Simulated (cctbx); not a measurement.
## Tc3C: solution and refinement

Cell a = 2.9360 Å, b = 9.2000 Å, c = 7.2880 Å, α = 90.00°, β = 90.00°, γ = 90.00°; space group Cmcm (no. 63); content Tc12 C4.

Simulated single-crystal data (cctbx): Mo Kα, λ = 0.71073 Å, to d = 0.8 Å, 50 % of the full sphere, strongest reflection 40000 counts, noise from counting, a 3 % proportional error and a noise floor of 2 counts (s.d.); no absorption, and some extinction, which the refinements don't model.

Charge flipping in P1 on plain amplitudes to 0.9 Å, δ = 1.1 σ, 10 % of the reflections treated as weak, 150 cycles:

```text
cycle      R  skewness
    0  0.594     0.28
   12  0.403     1.81
   24  0.375     2.04
   36  0.371     1.97
   48  0.324     1.89
   60  0.363     2.02
   72  0.349     1.76
   84  0.366     1.83
   96  0.371     1.68
  108  0.324     1.70
  120  0.357     1.94
  132  0.343     1.77
  144  0.360     1.67
origin shift          correlation  skewness
 0.062  0.398  0.104      0.966      3.84
 0.026  0.378  0.290      0.874      1.61
 0.037  0.072  0.089      0.847      2.16
 0.025  0.317  0.082      0.836      1.25
taken: symmetry correlation 0.966, skewness 3.84
peak      x       y       z  mult  height/sigma
Q1    0.0000  0.0746  0.7500    4      8.8
Q2    0.0000  0.3592  0.5527    8      8.3
Q3    0.0000  0.2720  0.0947    8      1.6
Q4    0.0000  0.2578  0.2500    4      1.3
Q5    0.1800  0.1262  0.5845   16      1.3
Q6    0.0000  0.9984  0.0900    8      1.2
Q7    0.2030  0.1607  0.2500    8      0.8
Q8    0.0000  0.1543  0.0679    8      0.8
```

The origin is taken among those within 0.04 of the best correlation, by the skewness of the map.

It took 0.3 s on 1 thread of Arm Neoverse V2, with other jobs on the host, peak memory 0.07 GiB.

Q: Assign the peaks.

Heights go roughly as Z and multiplicities must add up to the content. First model: Q1 = Tc1 (4 in the cell, height 8.8), Q2 = Tc2 (8 in the cell, height 8.3) and Q4 = C1 (4 in the cell, height 1.3). Against the true structure, Q1 is Tc, Q2 is Tc and Q4 is C; the other peaks are not atoms.

Least squares on F², isotropic:

```text
Rint 0.022, 122 unique reflections to 0.80 A
cycle     R1     wR2    GooF  max shift (A)
   1  0.1065  0.2624  11.552   0.13407
   2  0.0148  0.0315   1.388   0.00019
final R1 0.0148 wR2 0.0315 GooF 1.388  parameters 7  data/parameter 17.4
atom        x        y        z      Ueq    occ   su(xyz)  su(Uiso or U11)
Tc1    0.00000  0.07469  0.75000   0.0092  1.000  0.00005  0.0002
Tc2    0.00000  0.36066  0.55491   0.0092  1.000  0.00005  0.0002
C1     0.00000  0.24325  0.25000   0.0183  1.000  0.00079  0.0014
difference map: max 0.84 min -1.54 rms 0.28
Q1    0.0000  0.5059  0.2500    4    0.86  1.64 A from Tc1
Q2    0.0000  0.0888  0.5534    8    0.60  1.44 A from Tc1
Q3    0.0000  0.1678  0.2500    4    0.59  0.69 A from C1
Q4    0.0000  0.2072  0.5379    8    0.54  1.42 A from Tc2
Q5    0.2437  0.1779  0.7500    8    0.52  1.05 A from C1
```

Anisotropic refinement:

```text
Rint 0.022, 122 unique reflections to 0.80 A
cycle     R1     wR2    GooF  max shift (A)
   1  0.0148  0.0316   1.434   0.00573
   2  0.0142  0.0286   1.302   0.00002
final R1 0.0142 wR2 0.0286 GooF 1.302  parameters 14  data/parameter 8.7
atom        x        y        z      Ueq    occ   su(xyz)  su(Uiso or U11)
Tc1    0.00000  0.07468  0.75000   0.0092  1.000  0.00005  0.0003
Tc2    0.00000  0.36065  0.55491   0.0093  1.000  0.00005  0.0003
C1     0.00000  0.24262  0.25000   0.0187  1.000  0.00077  0.0035
difference map: max 0.82 min -1.42 rms 0.27
Q1    0.0000  0.5064  0.2500    4    0.84  1.65 A from Tc1
Q2    0.0000  0.2081  0.5372    8    0.58  1.41 A from Tc2
Q3    0.0000  0.0874  0.5556    8    0.57  1.42 A from Tc1
Q4    0.0000  0.1305  0.2500    4    0.46  1.03 A from C1
Q5    0.2156  0.1797  0.1866   16    0.46  0.97 A from C1
Q6    0.2469  0.1750  0.7500    8    0.45  1.06 A from C1
```

**Reading.** The refinement ends at R1 = 0.0142, wR2 = 0.0286, GooF = 1.30, with difference density between -1.42 and 0.82 e/Å³. Every site matches the true model in element, within 0.002 Å r.m.s., up to an allowed shift of origin.

True model:

| atom | mult. | x | y | z | Ueq (Å²) |
| --- | --- | --- | --- | --- | --- |
| Tc1 | 4 | 1/2 | 0.0747 | 1/4 | 0.0099 |
| Tc2 | 8 | 1/2 | 0.3607 | 0.4450 | 0.0099 |
| C1 | 4 | 0 | 0.2570 | 1/4 | 0.0183 |

This is a model crystal, built by substitution and not relaxed, with assumed displacement parameters.

[Middle refinement cycles are left out of these outputs.]

[Logs are printed without paths, hosts, clocks, repeated set-up lines and the standing remarks that a program may print on its own settings, such as how far it seeks lower states.]
